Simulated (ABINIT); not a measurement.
# TiO2 (Anatase): G0W0 in ABINIT against the plane-wave cutoff

How does the gap of TiO2 (Anatase) converge in the plane-wave cutoff?

Program: ABINIT 10.8.3. Level of theory: PBE and many-body steps on it, plane waves. Results are calculated unless marked as measured.

Most raw output is cut from this account.

## Step 1: The structure

Symmetry: I4_1/amd, No. 141, tetragonal system. The conventional cell has a = 3.784 Å, b = 3.784 Å, c = 9.515 Å, α = 90.00°, β = 90.00°, γ = 90.00°. Nearest to Ti lie 6 O at 1.93 to 1.98 Å. Nearest to O lie 3 Ti at 1.93 to 1.98 Å. Farther neighbours and most contacts between anions are not listed.

The cell and positions come from the Crystallography Open Database and are kept as given unless a step says otherwise.

## Step 2: Empty states on the mesh, 4×4×4 mesh, 186 bands

This step: ABINIT 10.8.3; DFT, PBE, plane waves, norm-conserving pseudopotentials.

The sums over transitions need many empty states on a uniform mesh; this step solves for them.

The input, run.abi:

```
acell 3*1.0 Angstrom
rprim 
  -1.892100000000 1.892100000000 4.757300000000
  1.892100000000 -1.892100000000 4.757300000000
  1.892100000000 1.892100000000 -4.757300000000
ntypat 2
znucl 22 8
natom 6
typat 1 1 2 2 2 2
xred 
  0.000000000000 0.000000000000 -0.000000000000
  0.750000000000 0.250000000000 0.500000000000
  0.208100000000 0.208100000000 -0.000000000000
  0.958100000000 0.458100000000 0.500000000000
  0.541900000000 0.041900000000 0.500000000000
  0.791900000000 0.791900000000 -0.000000000000
pp_dirpath "pseudos"
pseudos "Ti.upf, O.upf"
ecut 38
ngkpt 4 4 4
nshiftk 1
shiftk 0 0 0
kptopt 1
chksymbreak 0
irdden 1
istwfk *1
nband 186
prtvol 0
optdriver 6
gwr_task "HDIAGO"
paral_kgb 0
occopt 1
indata_prefix "in"
outdata_prefix "out"
tmpdata_prefix "tmp"
```

On the command line:

```console
$ OMP_NUM_THREADS=1 mpirun -n 8 abinit run.abi > log
```

Run time: 3.8 min. Hardware: 8 MPI ranks of Arm Neoverse V1, shared host; peak memory 12 GiB.

Numbers from this step:

```yaml
gap: 2.189 eV
k_of_the_valence_top: 0.5, 0.5, 0
k_of_the_conduction_bottom: 0, 0, 0
least_direct_gap: 2.492 eV
k_points_computed: 13
lowest_point_of_the_top_converged_band_above_the_valence_top: 89.5467 eV
```

On this mesh the gap is 2.189 eV.

The density comes from a self-consistent run that is not shown.

## Step 3: Empty states on the mesh, 4×4×4 mesh, 71 bands

Changes to run.abi since step 2:

```diff
@@ -18,3 +18,3 @@
 pseudos "Ti.upf, O.upf"
-ecut 38
+ecut 23
 ngkpt 4 4 4
@@ -26,3 +26,3 @@
 istwfk *1
-nband 186
+nband 71
 prtvol 0
```

Wall time 29 s (8 MPI ranks); peak memory 3 GiB; 3.9 min of CPU time.

Numbers from this step:

- gap: 2.375 eV
- k of the valence top: 0.5, 0.5, 0
- k of the conduction bottom: 0, 0, 0
- least direct gap: 2.664 eV
- k points computed: 13
- lowest point of the top converged band, above the valence top: 33.33 eV

On this mesh the gap is 2.375 eV.

## Step 4: Empty states on the mesh, 4×4×4 mesh, 69 bands

Changes to run.abi since step 3:

```diff
@@ -18,3 +18,3 @@
 pseudos "Ti.upf, O.upf"
-ecut 23
+ecut 30
 ngkpt 4 4 4
@@ -24,10 +24,10 @@
 chksymbreak 0
+iscf -2
 irdden 1
 istwfk *1
-nband 71
+nband 69
+nbdbuf 6
+tolwfr 1e-09
+nstep 60
 prtvol 0
-optdriver 6
-gwr_task "HDIAGO"
-paral_kgb 0
-occopt 1
 indata_prefix "in"
```

Elapsed: 20 s, on 8 MPI ranks; peak memory 0.56 GiB.

This step gave:

```yaml
gap: 2.198 eV
k_of_the_valence_top: 0.5, 0.5, 0
k_of_the_conduction_bottom: 0, 0, 0
least_direct_gap: 2.505 eV
k_points_computed: 13
lowest_point_of_the_top_converged_band_above_the_valence_top: 33.40 eV
```

On this mesh the gap is 2.198 eV.

## Step 5: Empty states on the mesh, 4×4×4 mesh, 69 bands

Changes to run.abi since step 4:

```diff
@@ -18,3 +18,3 @@
 pseudos "Ti.upf, O.upf"
-ecut 30
+ecut 48
 ngkpt 4 4 4
```

It took 46 s on 8 MPI ranks; peak memory 0.82 GiB.

This step gave:

| Quantity | Value |
| --- | --- |
| gap | 2.189 eV |
| k of the valence top | 0.5, 0.5, 0 |
| k of the conduction bottom | 0, 0, 0 |
| least direct gap | 2.491 eV |
| k points computed | 13 |
| lowest point of the top converged band, above the valence top | 33.40 eV |

On this mesh the gap is 2.189 eV.

## Step 6: Screening, 4×4×4 mesh, 63 bands, screening to 106.1 eV

The RPA dielectric matrix is built and inverted for each q.

This step: RPA screening on PBE, plane waves, norm-conserving pseudopotentials.

Changes to run.abi since step 5:

```diff
@@ -18,3 +18,3 @@
 pseudos "Ti.upf, O.upf"
-ecut 48
+ecut 23
 ngkpt 4 4 4
@@ -24,10 +24,11 @@
 chksymbreak 0
-iscf -2
-irdden 1
 istwfk *1
-nband 69
-nbdbuf 6
-tolwfr 1e-09
-nstep 60
-prtvol 0
+occopt 1
+irdwfk 1
+optdriver 3
+nband 63
+ecuteps 3.9
+inclvkb 2
+awtr 1
+symchi 1
 indata_prefix "in"
```

Wall time 6.3 min (8 MPI ranks); peak memory 19 GiB; 50 min of CPU time.

Numbers from this step:

```yaml
eps_infinity_with_local_fields_on_this_mesh_along_the_program_s_q_direction: 6.338
the_same_without_local_fields: 6.590
plasma_frequency: 31.17 eV
plane_waves_in_the_screening_matrix: 171
```

Local fields lower ε∞ by 4 %.

## Step 7: 23 Ha

This step: G0W0 on PBE, plane waves, norm-conserving pseudopotentials.

Changes to run.abi since step 6:

```diff
@@ -27,8 +27,19 @@
 irdwfk 1
-optdriver 3
+optdriver 4
 nband 63
+gwcalctyp 0
+ecutsigx 23
+symsigma 1
+nkptgw 3
+kptgw 
+  0.5000000000 0.5000000000 0.0000000000
+  0.0000000000 0.0000000000 0.0000000000
+  -0.2500000000 -0.2500000000 0.2500000000
+bdgw 
+  23 26
+  23 26
+  23 26
 ecuteps 3.9
-inclvkb 2
-awtr 1
-symchi 1
+irdscr 1
+ppmodel 1
 indata_prefix "in"
```

It took 16 s on 8 MPI ranks; peak memory 7 GiB.

This step gave:

```
G0W0 gap on the points computed              : 3.995 eV
starting gap on the mesh                     : 2.375 eV
k of the valence top                         : 0.5, 0.5, 0
k of the conduction bottom                   : 0, 0, 0
Z at the valence top                         : 0.766
Z at the conduction bottom                   : 0.788
least direct G0W0 gap on the computed points : 4.33 eV
```

## Step 8: Screening, 4×4×4 mesh, 63 bands, screening to 106.1 eV

This step: RPA screening on PBE, plane waves, norm-conserving pseudopotentials.

Changes to run.abi since step 7:

```diff
@@ -18,3 +18,3 @@
 pseudos "Ti.upf, O.upf"
-ecut 23
+ecut 30
 ngkpt 4 4 4
@@ -27,19 +27,8 @@
 irdwfk 1
-optdriver 4
+optdriver 3
 nband 63
-gwcalctyp 0
-ecutsigx 23
-symsigma 1
-nkptgw 3
-kptgw 
-  0.5000000000 0.5000000000 0.0000000000
-  0.0000000000 0.0000000000 0.0000000000
-  -0.2500000000 -0.2500000000 0.2500000000
-bdgw 
-  23 26
-  23 26
-  23 26
 ecuteps 3.9
-irdscr 1
-ppmodel 1
+inclvkb 2
+awtr 1
+symchi 1
 indata_prefix "in"
```

The job ended after 6.8 min (8 MPI ranks; peak memory 19 GiB; 54 min of CPU time).

Numbers from this step:

* ε∞ with local fields, on this mesh, along the program's q direction: 6.692
* the same without local fields: 6.949
* plasma frequency: 31.17 eV
* plane waves in the screening matrix: 171

## Step 9: 30 Ha

The self-energy is evaluated for the states that the input lists, and the levels follow from it, in one-shot runs by the linearised quasiparticle equation.

This step: G0W0 on PBE, plane waves, norm-conserving pseudopotentials.

Changes to run.abi since step 8:

```diff
@@ -27,8 +27,19 @@
 irdwfk 1
-optdriver 3
+optdriver 4
 nband 63
+gwcalctyp 0
+ecutsigx 30
+symsigma 1
+nkptgw 3
+kptgw 
+  0.5000000000 0.5000000000 0.0000000000
+  0.0000000000 0.0000000000 0.0000000000
+  -0.2500000000 -0.2500000000 0.2500000000
+bdgw 
+  23 26
+  23 26
+  23 26
 ecuteps 3.9
-inclvkb 2
-awtr 1
-symchi 1
+irdscr 1
+ppmodel 1
 indata_prefix "in"
```

It took 19 s on 8 MPI ranks; peak memory 7.1 GiB; 2.6 min of CPU time.

Numbers from this step:

```yaml
g0w0_gap_on_the_points_computed: 3.753 eV
starting_gap_on_the_mesh: 2.198 eV
k_of_the_valence_top: 0.5, 0.5, 0
k_of_the_conduction_bottom: 0, 0, 0
z_at_the_valence_top: 0.761
z_at_the_conduction_bottom: 0.782
least_direct_g0w0_gap_on_the_computed_points: 4.088 eV
```

The gap on the mesh goes from 2.20 eV to 3.75 eV, a correction of +1.55 eV.

## Step 10: Screening, 4×4×4 mesh, 63 bands, screening to 106.1 eV

This step: RPA screening on PBE, plane waves, norm-conserving pseudopotentials.

Changes to run.abi since step 9:

```diff
@@ -18,3 +18,3 @@
 pseudos "Ti.upf, O.upf"
-ecut 30
+ecut 38
 ngkpt 4 4 4
@@ -27,19 +27,8 @@
 irdwfk 1
-optdriver 4
+optdriver 3
 nband 63
-gwcalctyp 0
-ecutsigx 30
-symsigma 1
-nkptgw 3
-kptgw 
-  0.5000000000 0.5000000000 0.0000000000
-  0.0000000000 0.0000000000 0.0000000000
-  -0.2500000000 -0.2500000000 0.2500000000
-bdgw 
-  23 26
-  23 26
-  23 26
 ecuteps 3.9
-irdscr 1
-ppmodel 1
+inclvkb 2
+awtr 1
+symchi 1
 indata_prefix "in"
```

Run time: 7.1 min. Hardware: 8 MPI ranks; peak memory 19 GiB.

This step gave:

- ε∞ with local fields, on this mesh, along the program's q direction: 6.726
- the same without local fields: 6.983
- plasma frequency: 31.17 eV
- plane waves in the screening matrix: 171

## Step 11: 38 Ha

This step: G0W0 on PBE, plane waves, norm-conserving pseudopotentials.

Changes to run.abi since step 10:

```diff
@@ -27,8 +27,19 @@
 irdwfk 1
-optdriver 3
+optdriver 4
 nband 63
+gwcalctyp 0
+ecutsigx 38
+symsigma 1
+nkptgw 3
+kptgw 
+  0.5000000000 0.5000000000 0.0000000000
+  0.0000000000 0.0000000000 0.0000000000
+  -0.2500000000 -0.2500000000 0.2500000000
+bdgw 
+  23 26
+  23 26
+  23 26
 ecuteps 3.9
-inclvkb 2
-awtr 1
-symchi 1
+irdscr 1
+ppmodel 1
 indata_prefix "in"
```

Elapsed: 18 s, on 8 MPI ranks; peak memory 7.2 GiB.

Numbers from this step:

```yaml
g0w0_gap_on_the_points_computed: 3.728 eV
starting_gap_on_the_mesh: 2.189 eV
k_of_the_valence_top: 0.5, 0.5, 0
k_of_the_conduction_bottom: 0, 0, 0
least_direct_g0w0_gap_on_the_computed_points: 4.059 eV
```

Against the run before, the gap moves by −0.025 eV.

## Step 12: Screening, 4×4×4 mesh, 63 bands, screening to 106.1 eV

This step: RPA screening on PBE, plane waves, norm-conserving pseudopotentials.

Changes to run.abi since step 11:

```diff
@@ -18,3 +18,3 @@
 pseudos "Ti.upf, O.upf"
-ecut 38
+ecut 48
 ngkpt 4 4 4
@@ -27,19 +27,8 @@
 irdwfk 1
-optdriver 4
+optdriver 3
 nband 63
-gwcalctyp 0
-ecutsigx 38
-symsigma 1
-nkptgw 3
-kptgw 
-  0.5000000000 0.5000000000 0.0000000000
-  0.0000000000 0.0000000000 0.0000000000
-  -0.2500000000 -0.2500000000 0.2500000000
-bdgw 
-  23 26
-  23 26
-  23 26
 ecuteps 3.9
-irdscr 1
-ppmodel 1
+inclvkb 2
+awtr 1
+symchi 1
 indata_prefix "in"
```

Elapsed: 7.1 min, on 8 MPI ranks; peak memory 19 GiB; 57 min of CPU time.

Numbers from this step:

```
ε∞ with local fields, on this mesh, along the program's q direction : 6.726
the same without local fields                                       : 6.984
plasma frequency                                                    : 31.17 eV
plane waves in the screening matrix                                 : 171
```

## Step 13: 48 Ha

This step: G0W0 on PBE, plane waves, norm-conserving pseudopotentials.

Changes to run.abi since step 12:

```diff
@@ -27,8 +27,19 @@
 irdwfk 1
-optdriver 3
+optdriver 4
 nband 63
+gwcalctyp 0
+ecutsigx 48
+symsigma 1
+nkptgw 3
+kptgw 
+  0.5000000000 0.5000000000 0.0000000000
+  0.0000000000 0.0000000000 0.0000000000
+  -0.2500000000 -0.2500000000 0.2500000000
+bdgw 
+  23 26
+  23 26
+  23 26
 ecuteps 3.9
-inclvkb 2
-awtr 1
-symchi 1
+irdscr 1
+ppmodel 1
 indata_prefix "in"
```

It took 21 s on 8 MPI ranks; peak memory 7.3 GiB; 2.8 min of CPU time.

Numbers from this step:

| Item | Value |
| --- | --- |
| G0W0 gap on the points computed | 3.725 eV |
| starting gap on the mesh | 2.189 eV |
| k of the valence top | 0.5, 0.5, 0 |
| k of the conduction bottom | 0, 0, 0 |
| least direct G0W0 gap on the computed points | 4.057 eV |

Against the run before, the gap moves by −0.003 eV.

## Step 14: Side by side

Times are wall times on 8 MPI ranks of Arm Neoverse V1, shared host, good to a factor of about two. A run's time includes the screening step that it read.

| run | mesh | bands | screening cutoff (eV) | DFT gap (eV) | gap on the mesh (eV) | direct (eV) | ε∞ used | time |
| --- | --- | --- | --- | --- | --- | --- | --- | --- |
| 23 Ha | 4×4×4 | 63 | 106.1 | 2.375 | 3.995 | 4.330 | 6.34 | 6.6 min |
| 30 Ha | 4×4×4 | 63 | 106.1 | 2.198 | 3.753 | 4.088 | 6.69 | 7.1 min |
| 38 Ha | 4×4×4 | 63 | 106.1 | 2.189 | 3.728 | 4.059 | 6.73 | 7.4 min |
| 48 Ha | 4×4×4 | 63 | 106.1 | 2.189 | 3.725 | 4.057 | 6.73 | 7.5 min |

## Step 15: Results

```yaml
23_ha: 3.995 eV
30_ha: 3.753 eV
38_ha: 3.728 eV
48_ha: 3.725 eV
known_limits: not at the basis limit
```

In words: The setting moved: plane-wave cutoff. From 23 Ha to 48 Ha the gap moves by −0.27 eV. It holds to 0.03 eV from 30 Ha on. Bands and screening cutoff are coupled, so a series along one setting does not show full convergence. Bands and cutoff are finite, so the gap is not at the basis limit. The miss can reach some tenths of an eV and take either sign; the mesh is an error of its own. In the first G0W0 run levels were corrected at 3 k points alone, so a gap called «on the mesh» is the least over those, and an edge elsewhere would be missed.

[Paths, hosts, dates, memory and timing lines, banners, echoed tables and standing remarks are left out of the program output.]

[Logs are printed without paths, hosts, clocks, repeated set-up lines and the standing remarks that a program may print on its own settings, such as how far it seeks lower states.]

[Runs of the session that timed out or met a known fault of the program may be left out.]

[No measured gap is set beside runs whose start may be inverted or whose files or cutoffs have a known fault.]

[Hosts, paths, dates, database ids (printed as entryN), source tags and the programs' standing remarks are cut or masked in the printed files.]

[G0W0 gaps are taken among the corrected bands and points alone; a level outside them can change the order at an edge.]

[Where Ansatz stands beside ABINIT at settings called matched, ABINIT's density can come from a denser mesh and the files from another edition; pairs whose starting gaps differed by over 0.03 eV were left out, so agreement reads better than it is.]
